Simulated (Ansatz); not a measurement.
# AsSF, from a guessed structure to a relaxed one

This structure for AsSF is made up. Its elements were placed in a known structure type with a cell scaled to their sizes. What cell does the guess relax to, and how far off was it?

Main program and level: Ansatz 0.2.0; DFT, r2SCAN, plane-wave PAW, files of the set soft_1, scalar-relativistic, no spin, cell and ions relaxed at zero pressure; PAW set soft_1, in the first sound run; inputs show where later runs differ.

### Step 1. The starting structure

The structure is trigonal, space group P3m1 (No. 156). Conventional cell: a = 3.728 Å, b = 3.728 Å, c = 5.915 Å, α = 90.00°, β = 90.00°, γ = 120.00°. As has 3 S at 2.62 Å and 3 F at 2.69 Å nearest. S has 3 As at 2.62 Å nearest. Nearest to F lie 3 As at 2.69 Å. Farther neighbours and most contacts between anions are not listed.

### Step 2. Relaxing cell and atoms

The guess takes its coordinates from another compound and its volume from a rule, so the cell and any free coordinates are relaxed together.

File input.yaml:

```yaml
crystal:
  lattice:
    - [3.728, 0.0, 0.0]
    - [-1.864, 3.228542705, 0.0]
    - [0.0, 0.0, 5.915]
  atoms:
    - { symbol: As, position: [0.0, 0.0, 0.003] }
    - { symbol: S, position: [0.333333333, 0.666666667, 0.2545] }
    - { symbol: F, position: [0.666666667, 0.333333333, 0.7301] }
kpoints:
  mp_grid: { grid: [8, 8, 5] }
scf:
  occupations: { method: fermi_dirac, width: 0.05 }
hamiltonian:
  xc: r2scan
  pseudopotentials: { kind: paw, azcp: { folder: soft_1 } }
relax:
  f_tol: 0.015
  max_steps: 70
  cell: {}
output:
  forces: true
  stress: true
```

Run with:

```
> ansatz run input.yaml --threads 4 --pin off --max-ram 8192MiB --backend cpu --events-out ev --progress --plain --runs-dir out
```

Numbers of over 12 decimals in the logs are rounded to 6 here.

The program printed:

```text
Engine: ansatz 0.2.0, x86_64-unknown-linux-gnu
Pseudopotentials: kind: paw
Pseudopotential: As, paw, valence charge 15, recommended cutoff 500 eV (meta_gga), soft_1/As.paw.azcp
Pseudopotential: S, paw, valence charge 6, recommended cutoff 500 eV (meta_gga), soft_1/S.paw.azcp
Pseudopotential: F, paw, valence charge 7, recommended cutoff 500 eV (meta_gga), soft_1/F.paw.azcp
Functional definition: r2SCAN
  parameter k0 = 0.174
  parameter k1 = 0.065
  parameter a1 = 4.9479
  exchange = r2scan_x(k0 = k0, k1 = k1, a1 = a1)
  correlation = r2scan_c
Crystal: 3 atoms, lattice volume = 71.193 Å³
Basis set: ecut = 500 eV, 1797 PW (Γ), exchange–correlation on 120×120×180 points (64 copies of the dense FFT grid, shifted against one another)
Bands: 18, of which v1, the nominal top of the filled ones, is band 14 counted from 1 (13 counted from 0)
Symmetry: 6 space group operations
Space group: P3m1 (ITA 156), of the structure as read, at distance tolerance 4.1e-5 Å
k-points: 40 of 320 (time reversal used)
Non-local potential: As, projectors of the file, l = 0: 2, l = 1: 2, l = 2: 3, l = 3: 1
Non-local potential: S, projectors of the file, l = 0: 2, l = 1: 2, l = 2: 1
Non-local potential: F, projectors of the file, l = 0: 2, l = 1: 2, l = 2: 1
PAW form: soft (Blöchl's): semilocal exchange-correlation on the pseudo side does not see the compensation charge
PAW frozen core: As, regenerated for the run's functional (the file was generated under x = pbe(κ = 0.804, μ = 0.219515), c = pbe(β = 0.066725))
PAW frozen core: S, regenerated for the run's functional (the file was generated under x = pbe(κ = 0.804, μ = 0.219515), c = pbe(β = 0.066725))
PAW frozen core: F, regenerated for the run's functional (the file was generated under x = pbe(κ = 0.804, μ = 0.219515), c = pbe(β = 0.066725))
PAW one-centre angular grid: As, 590 points (default); XC on 160 Gauss nodes
PAW one-centre angular grid: S, 302 points (default); XC on 160 Gauss nodes
PAW one-centre angular grid: F, 302 points (default); XC on 160 Gauss nodes
Initial density: superposition of atomic densities (chi_scale 0.1, normalization cell), built separately for each of the 2 bonded fragments (scf.initial_density.interfragment_charge_transfer: auto; true builds it for the cell as a whole; a typed value also counts as a typed key of the start: scf.initial_density.chi_scale says what that changes, if anything)
Initial wavefunctions: pseudopotential atomic-orbital guess
Functional: x = r2scan, c = r2scan; τ floored in thin density (d = 2e-4 eV/Å³)
SCF iter   1: F=—  HF=-6580.826189 eV  |F-HF|=—  |Δ(HF+E_count)|=         —  Δρ=8.59e-2  dr2=7.10e0  dr2_τ=2.38e-1  ethr=3.10e-3  ⟨swp⟩=7.0  Hψ=4196  notcnv=0
preconditioner: auto → Resta (q_TF=auto, 2.335 Å⁻¹)  ε∞=4.1  [insulator: Δε(μ)=2.041 eV  Ē_g=9.948 eV  σ=0.050 eV  W_gap=1.00  n_scr=22 (ndim 8)  ℏωp=17.6 eV  f_vac=0.126  D(μ)=0.00/eV (n_scr^D=0)  ε∞_Penn≈4.1]
SCF iter   2: F=—  HF=-6578.947938 eV  |F-HF|=—  |Δ(HF+E_count)|=    1.88e0  Δρ=4.06e-2  dr2=6.92e-1  dr2_τ=1.08e-1  ethr=3.10e-3  ⟨swp⟩=3.0  Hψ=1695  notcnv=0
SCF iter   3: F=—  HF=-6578.855498 eV  |F-HF|=—  |Δ(HF+E_count)|=   9.24e-2  Δρ=1.57e-2  dr2=3.12e-1  dr2_τ=9.11e-3  ethr=2.47e-3  ⟨swp⟩=2.2  Hψ=1319  notcnv=0
SCF iter   4: F=—  HF=-6578.814610 eV  |F-HF|=—  |Δ(HF+E_count)|=   4.09e-2  Δρ=1.02e-2  dr2=8.03e-2  dr2_τ=5.96e-3  ethr=1.11e-3  ⟨swp⟩=2.6  Hψ=1203  notcnv=0
SCF iter   5: F=—  HF=-6578.807953 eV  |F-HF|=—  |Δ(HF+E_count)|=   6.66e-3  Δρ=5.39e-3  dr2=1.79e-2  dr2_τ=8.21e-4  ethr=2.87e-4  ⟨swp⟩=2.9  Hψ=1153  notcnv=0
SCF iter   6: F=—  HF=-6578.808504 eV  |F-HF|=—  |Δ(HF+E_count)|=   5.51e-4  Δρ=2.76e-3  dr2=8.06e-3  dr2_τ=3.07e-4  ethr=6.41e-5  ⟨swp⟩=2.0  Hψ=1238  notcnv=0
SCF iter   7: F=—  HF=-6578.807438 eV  |F-HF|=—  |Δ(HF+E_count)|=   1.07e-3  Δρ=1.24e-3  dr2=1.59e-3  dr2_τ=2.56e-5  ethr=2.88e-5  ⟨swp⟩=1.0  Hψ=728  notcnv=0
SCF iter   8: F=—  HF=-6578.807203 eV  |F-HF|=—  |Δ(HF+E_count)|=   2.35e-4  Δρ=1.23e-4  dr2=1.36e-5  dr2_τ=1.97e-6  ethr=5.68e-6  ⟨swp⟩=2.0  Hψ=852  notcnv=0
SCF iter   9: F=—  HF=-6578.807207 eV  |F-HF|=—  |Δ(HF+E_count)|=   3.93e-6  Δρ=7.34e-5  dr2=4.98e-6  dr2_τ=2.26e-7  ethr=4.87e-8  ⟨swp⟩=2.0  Hψ=1296  notcnv=0
SCF iter  10: F=—  HF=-6578.807207 eV  |F-HF|=—  |Δ(HF+E_count)|=   2.72e-7  Δρ=2.31e-5  dr2=6.04e-7  dr2_τ=1.26e-8  ethr=1.78e-8  ⟨swp⟩=1.0  Hψ=720  notcnv=0
SCF iter  11: F=-6578.807207 eV  HF=-6578.807207 eV  |F-HF|=1.57e-8  |Δ(HF+E_count)|=   5.56e-8  Δρ=4.62e-6  dr2=3.08e-8  dr2_τ=4.42e-10  ethr=3.57e-10  ⟨swp⟩=5.0  Hψ=2656  notcnv=0
SCF 1 converged in 11 iterations: F = -6578.807207 eV  dr2 = 3.08e-8
  greatest PAW one-centre occupation: 0.999 electrons in one spin orbital (limit 2), on the As atom at site 0 (counted from 0), in its partial waves of l = 2
relax step   1: F+E_penalty+E_count = -6578.80720717 eV  Δ(F+E_penalty+E_count) = +0.000e0 eV  max|allowed force component| = 1.732e0 eV/Å  Δτ_max = 0.0000 Å  P = -12.606 GPa  Ω = 71.193 Å³  (11 SCF iters, dr2 threshold 1.00e-7 eV, accepted)
Crystal: 3 atoms, lattice volume = 64.719 Å³
Basis set: ecut = 500 eV, 1677 PW (Γ), exchange–correlation on 120×120×180 points (64 copies of the dense FFT grid, shifted against one another)
Initial density: handed on by an earlier stage of this run
Initial wavefunctions: those handed on with the density
iter 1 solved again at ethr=2.25e-3 eV; its pass at ethr=3.10e-3 eV (dr2=6.29e-1 eV) is discarded
SCF iter   1: F=—  HF=-6579.804993 eV  |F-HF|=—  |Δ(HF+E_count)|=         —  Δρ=3.18e-2  dr2=6.28e-1  dr2_τ=1.74e0  ethr=2.25e-3  ⟨swp⟩=1.0  Hψ=4603  notcnv=0
automatic band count: iteration 1 solves 17 bands in place of 18: the levels show a gap, and the empty bands left out lie too high to hold charge; the band table lists the bands solved (type scf.n_extra_bands for more)
preconditioner: auto → Resta (q_TF=auto, 2.373 Å⁻¹)  ε∞=4.6  [insulator: Δε(μ)=1.557 eV  Ē_g=10.269 eV  σ=0.050 eV  W_gap=1.00  n_scr=22 (ndim 8)  ℏωp=19.6 eV  f_vac=0.175  D(μ)=0.00/eV (n_scr^D=0)  ε∞_Penn≈4.6]
SCF iter   2: F=—  HF=-6579.666410 eV  |F-HF|=—  |Δ(HF+E_count)|=   1.39e-1  Δρ=1.96e-2  dr2=1.43e-1  dr2_τ=2.11e-2  ethr=2.24e-3  ⟨swp⟩=2.0  Hψ=1160  notcnv=0
SCF iter   3: F=—  HF=-6579.643416 eV  |F-HF|=—  |Δ(HF+E_count)|=   2.30e-2  Δρ=6.99e-3  dr2=2.10e-2  dr2_τ=1.16e-3  ethr=5.10e-4  ⟨swp⟩=2.0  Hψ=1309  notcnv=0
SCF iter   4: F=—  HF=-6579.641404 eV  |F-HF|=—  |Δ(HF+E_count)|=   2.01e-3  Δρ=1.28e-3  dr2=1.58e-3  dr2_τ=1.10e-4  ethr=7.52e-5  ⟨swp⟩=2.0  Hψ=1160  notcnv=0
[...]
SCF iter   5: F=—  HF=-6579.813935 eV  |F-HF|=—  |Δ(HF+E_count)|=   9.08e-4  Δρ=6.73e-4  dr2=5.65e-4  dr2_τ=1.38e-5  ethr=2.61e-5  ⟨swp⟩=2.6  Hψ=1196  notcnv=0
SCF iter   6: F=—  HF=-6579.813926 eV  |F-HF|=—  |Δ(HF+E_count)|=   8.86e-6  Δρ=2.54e-4  dr2=6.30e-5  dr2_τ=1.98e-6  ethr=2.02e-6  ⟨swp⟩=2.0  Hψ=1238  notcnv=0
SCF iter   7: F=—  HF=-6579.813940 eV  |F-HF|=—  |Δ(HF+E_count)|=   1.45e-5  Δρ=9.62e-5  dr2=7.36e-6  dr2_τ=2.94e-7  ethr=2.25e-7  ⟨swp⟩=2.1  Hψ=1196  notcnv=0
SCF iter   8: F=—  HF=-6579.813945 eV  |F-HF|=—  |Δ(HF+E_count)|=   4.26e-6  Δρ=2.83e-5  dr2=4.63e-7  dr2_τ=2.93e-8  ethr=2.63e-8  ⟨swp⟩=2.0  Hψ=1160  notcnv=0
SCF iter   9: F=-6579.813945 eV  HF=-6579.813945 eV  |F-HF|=2.70e-8  |Δ(HF+E_count)|=   4.49e-7  Δρ=7.09e-6  dr2=2.29e-8  dr2_τ=8.27e-10  ethr=1.07e-9  ⟨swp⟩=5.0  Hψ=2782  notcnv=0
SCF 3 converged in 9 iterations: F = -6579.813945 eV  dr2 = 2.29e-8
relax step   3: F+E_penalty+E_count = -6579.81394516 eV  Δ(F+E_penalty+E_count) = -1.723e-1 eV  max|allowed force component| = 7.563e-1 eV/Å  Δτ_max = 0.1752 Å  P = +3.723 GPa  Ω = 57.132 Å³  energy of the carried Pulay correction = +3.988e-3 eV  (9 SCF iters, dr2 threshold 3.00e-7 eV, accepted)
[... from here on, the SCF cycles and remarks between the steps are left out ...]
relax step   4: F+E_penalty+E_count = -6579.87782682 eV  Δ(F+E_penalty+E_count) = -6.388e-2 eV  max|allowed force component| = 5.978e-2 eV/Å  Δτ_max = 0.0714 Å  P = -0.991 GPa  Ω = 59.288 Å³  energy of the carried Pulay correction = +3.275e-3 eV  (8 SCF iters, dr2 threshold 3.00e-7 eV, accepted)
relax step   5: F+E_penalty+E_count = -6579.88326393 eV  Δ(F+E_penalty+E_count) = -5.437e-3 eV  max|allowed force component| = 1.794e-2 eV/Å  Δτ_max = 0.0216 Å  P = -0.292 GPa  Ω = 57.931 Å³  energy of the carried Pulay correction = +3.719e-3 eV  (7 SCF iters, dr2 threshold 3.00e-7 eV, accepted)
relax step   6: F+E_penalty+E_count = -6579.88882861 eV  Δ(F+E_penalty+E_count) = -5.565e-3 eV  max|allowed force component| = 4.397e-2 eV/Å  Δτ_max = 0.0528 Å  P = +0.651 GPa  Ω = 55.333 Å³  energy of the carried Pulay correction = +4.618e-3 eV  (7 SCF iters, dr2 threshold 3.00e-7 eV, accepted)
relax step   7: F+E_penalty+E_count = -6579.89042965 eV  Δ(F+E_penalty+E_count) = -1.601e-3 eV  max|allowed force component| = 2.403e-2 eV/Å  Δτ_max = 0.0131 Å  P = +0.327 GPa  Ω = 55.055 Å³  energy of the carried Pulay correction = +4.719e-3 eV  (5 SCF iters, dr2 threshold 3.00e-7 eV, accepted)
relax step   8: F+E_penalty+E_count = -6579.89069783 eV  Δ(F+E_penalty+E_count) = -2.682e-4 eV  max|allowed force component| = 5.450e-2 eV/Å  Δτ_max = 0.0032 Å  P = +0.120 GPa  Ω = 55.208 Å³  energy of the carried Pulay correction = +4.663e-3 eV  (5 SCF iters, dr2 threshold 3.00e-7 eV, accepted)
relax step   9: F+E_penalty+E_count = -6579.89080829 eV  Δ(F+E_penalty+E_count) = -1.105e-4 eV  max|allowed force component| = 6.215e-3 eV/Å  Δτ_max = 0.0035 Å  P = -0.041 GPa  Ω = 55.230 Å³  energy of the carried Pulay correction = +4.655e-3 eV  (4 SCF iters, dr2 threshold 1.86e-7 eV, accepted)
relax step  10: F+E_penalty+E_count = -6579.88493968 eV  Δ(F+E_penalty+E_count) = +5.869e-3 eV  max|allowed force component| = 6.386e-3 eV/Å  Δτ_max = 0.0000 Å  P = -0.035 GPa  Ω = 55.230 Å³  stress off target by 5.49e-2 GPa  SCF on the basis re-selected at this cell (its energy is not comparable with the rows above)  (7 SCF iters)
relax step  11: F+E_penalty+E_count = -6579.88497560 eV  Δ(F+E_penalty+E_count) = -3.593e-5 eV  max|allowed force component| = 1.440e-3 eV/Å  Δτ_max = 0.0010 Å  P = +0.006 GPa  Ω = 55.162 Å³  energy of the carried Pulay correction = +2.738e-5 eV  (5 SCF iters, dr2 threshold 7.54e-9 eV, accepted)
iter 1 solved again at ethr=5.89e-7 eV; its pass at ethr=3.10e-3 eV (dr2=1.65e-4 eV) is discarded
SCF iter   1: F=—  HF=-6579.884946 eV  |F-HF|=—  |Δ(HF+E_count)|=         —  Δρ=5.36e-6  dr2=4.82e-9  dr2_τ=5.72e-9  ethr=5.89e-7  ⟨swp⟩=3.0  Hψ=6098  notcnv=0
eigensolver tolerance schedule: the retry pair's looser diagonalisation over-reported the residual by 34237.12 of it (diagonalisation noise at an unbounded share of the residual, at the tolerance the schedule requests for it); recorded, not acted on — ethr = c·dr2/N_el stays at c = 1.0e-1
preconditioner: auto → Resta (q_TF=auto, 2.437 Å⁻¹)  ε∞=4.6  [insulator: Δε(μ)=2.041 eV  Ē_g=10.499 eV  σ=0.050 eV  W_gap=1.00  n_scr=22 (ndim 8)  ℏωp=20.0 eV  f_vac=0.104  D(μ)=0.00/eV (n_scr^D=0)  ε∞_Penn≈4.6]
SCF iter   2: F=—  HF=-6579.884945 eV  |F-HF|=—  |Δ(HF+E_count)|=   8.29e-7  Δρ=2.75e-6  dr2=1.96e-9  dr2_τ=6.64e-10  ethr=1.72e-11  ⟨swp⟩=4.0  Hψ=1772  notcnv=0
SCF iter   3: F=—  HF=-6579.884945 eV  |F-HF|=—  |Δ(HF+E_count)|=   1.30e-9  Δρ=1.36e-6  dr2=5.17e-10  dr2_τ=1.50e-10  ethr=7.01e-12  ⟨swp⟩=2.4  Hψ=941  notcnv=0
SCF iter   4: F=—  HF=-6579.884945 eV  |F-HF|=—  |Δ(HF+E_count)|=  6.00e-10  Δρ=5.84e-7  dr2=1.69e-10  dr2_τ=1.54e-11  ethr=1.84e-12  ⟨swp⟩=2.0  Hψ=1080  notcnv=0
SCF iter   5: F=-6579.884945 eV  HF=-6579.884945 eV  |F-HF|=9.09e-13  |Δ(HF+E_count)|=  1.82e-12  Δρ=2.04e-7  dr2=1.81e-11  dr2_τ=1.37e-12  ethr=1.00e-12  ⟨swp⟩=5.2  Hψ=3754  notcnv=0
SCF 12 converged in 5 iterations: F = -6579.884945 eV  dr2 = 1.81e-11
relax step  12: F+E_penalty+E_count = -6579.88494490 eV  Δ(F+E_penalty+E_count) = +3.070e-5 eV  max|allowed force component| = 1.434e-3 eV/Å  Δτ_max = 0.0000 Å  P = +0.006 GPa  Ω = 55.162 Å³  stress off target by 7.83e-3 GPa  SCF on the basis re-selected at this cell (its energy is not comparable with the rows above)  (5 SCF iters)
basis re-selected at this cell: Δ(F+E_penalty+E_count) = +3.070e-5 eV, ΔP = +0.000 GPa vs the last step (what re-selecting the basis moved, of the pressure what is left beyond the Pulay correction that the steps carried, after the strain that the cell walked since its last selection, with what the two solves' SCF thresholds leave and, on support functions, any second-order correction that the steps lacked; it is no m [...]
SCF converged after 5 iterations
Free energy (F): -6579.884945 eV
Harris-Foulkes:  -6579.884945 eV  (|F-HF|=9.09e-13)
Internal energy: -6579.884945 eV  (E = F + TS)
E sigma→0 (E₀):  -6579.884945 eV
Fermi energy:    5.947345 eV
--- Per-component energies (eV) ---
  E_band       = -357.247337
  E_kinetic    = 396.783379
  E_local      = -3281.111876  (includes V_loc(G=0)·N_el)
  E_nonlocal   = -271.295750
  E_hartree    = 1634.172519
  E_xc         = -224.654070
  E_vxc        = -277.505918  (∫ρ·V_xc dr)
  E_paw        = -2848.552995  (= ΣΔE_a)
  E_vpaw       = -209.357799  (= ΣTr[D̂ρ^β])
  E_aug_tail   = 0.000304  (compensation charges beyond the density's cutoff)
  E_vtau       = 16.895431  (kinetic-family band-sum trace: ∫τ·v_τ [+ j·A + Jᵃ·Aᵃ] dr)
  E_ewald      = -1983.627903
  E_core_change = -1.598553  (= ΣΔE_core)
  E_smearing   = -0.000000  (= −TS)
  E_closure    = 0.000000  (closes the sum)
  Σ components = -6579.884945   (vs F -6579.884945, Δ=0.00e0)
--- Forces (eV/Å), atoms counted from 1 ---
  atom   1  As    -0.00000000     0.00000000     0.00090933
  atom   2  S     -0.00000000     0.00000000     0.00052742
  atom   3  F      0.00000000    -0.00000000    -0.00143296
  max |Σ_I F_I| component: 3.80e-6 eV/Å
--- Stress (GPa, compression-positive) ---
        0.007827       0.000000       0.000000
        0.000000       0.007827       0.000000
        0.000000       0.000000       0.001477
  P = ⅓ Tr σ = 0.0057 GPa (0.057 kbar)
--- Relaxed structure (10 steps of the walk, 10 accepted, 2 SCFs on fresh bases) ---
  F+E_penalty+E_count = -6579.88494490 eV   max|allowed force component| = 1.434e-3 eV/Å   (the final SCF, on the basis selected at the relaxed cell)
  cell:  # Å, volume = 55.1622 Å³
    - [3.504056, 0, -5.050623036654999e-17]
    - [-1.752028, 3.034602, 2.5253115183275e-17]
    - [-8.013528772328626e-17, 0, 5.187627]
  atoms:
    - { symbol: As, position: [-3.000030252380314e-18, 0, -0.022546] }
    - { symbol: S, position: [0.333333, 0.666667, 0.243161] }
    - { symbol: F, position: [0.666667, 0.333333, 0.766985] }
```

Run time: 19 s. Hardware: 4 threads of Intel Xeon 6975P-C (Granite Rapids), shared host; peak memory 0.65 GiB; 61 s of CPU time.

Relaxation path:

```csv
step,energy less that of the first step (eV),largest force component (eV/Å),pressure (GPa),volume (Å³)
1,0.0000,1.7323,-12.61,71.19
2,-0.8344,1.0135,-6.49,64.72
3,-1.0067,0.7563,3.72,57.13
4,-1.0706,0.0598,-0.99,59.29
5,-1.0761,0.0179,-0.29,57.93
6,-1.0816,0.0440,0.65,55.33
7,-1.0832,0.0240,0.33,55.05
8,-1.0835,0.0545,0.12,55.21
9,-1.0836,0.0062,-0.04,55.23
10*,-1.0777,0.0064,-0.04,55.23
11,-1.0778,0.0014,0.01,55.16
12*,-1.0777,0.0014,0.01,55.16
```

Relaxation steps marked * repeat the geometry before them on a plane-wave basis chosen anew for their cell, so energy and pressure can jump there.

Forces are held to the 6 operations that the run works with; a distortion that breaks them can't arise in this run.

```csv
cell as run,before,after,change
a (Å),3.728,3.504,-6.0 %
b (Å),3.728,3.504,-6.0 %
c (Å),5.915,5.188,-12.3 %
volume (Å³/atom),23.73,18.39,-22.5 %
```

The atoms that moved most (Å, as changes of fractional coordinates times the final cell):

```
atom     dx     dy      dz  length
  F3  0.000  0.000   0.191   0.191
 As1  0.000  0.000  -0.133   0.133
  S2  0.000  0.000  -0.059   0.059
```

The relaxed structure:

```
As S F
1.0
     3.50406    0.00000    0.00000
    -1.75203    3.03460    0.00000
     0.00000    0.00000    5.18763
As S F
1 1 1
Cartesian
  0.0000 0.0000 -0.1170
  0.0000 2.0231 1.2614
  1.7520 1.0115 3.9788
```

Numbers from this step:

```yaml
free_energy: -6579.8849 eV
fermi_energy: 5.947 eV
gap_by_band_count: 2.041 eV
electrons: 28
symmetry_operations: 6
pressure: 0.005710 GPa
```

Shortest distances by pair of elements, guess and relaxed (not always the same contact):

```
 pair  guess (Å)  relaxed (Å)
 As–F      2.690        2.299
 As–S      2.616        2.448
  F–S      3.542        3.193
As–As      3.728        3.504
  S–S      3.728        3.504
```

The relaxation ends with a largest force component of 0.0014 eV/Å and a pressure of 0.01 GPa.

[end of part 1 of 2]

[Logs are printed without paths, hosts, clocks, repeated set-up lines and the standing remarks that a program may print on its own settings, such as how far it seeks lower states.]

[Hosts, paths, dates, database ids (printed as entryN), source tags and the programs' standing remarks are cut or masked in the printed files.]
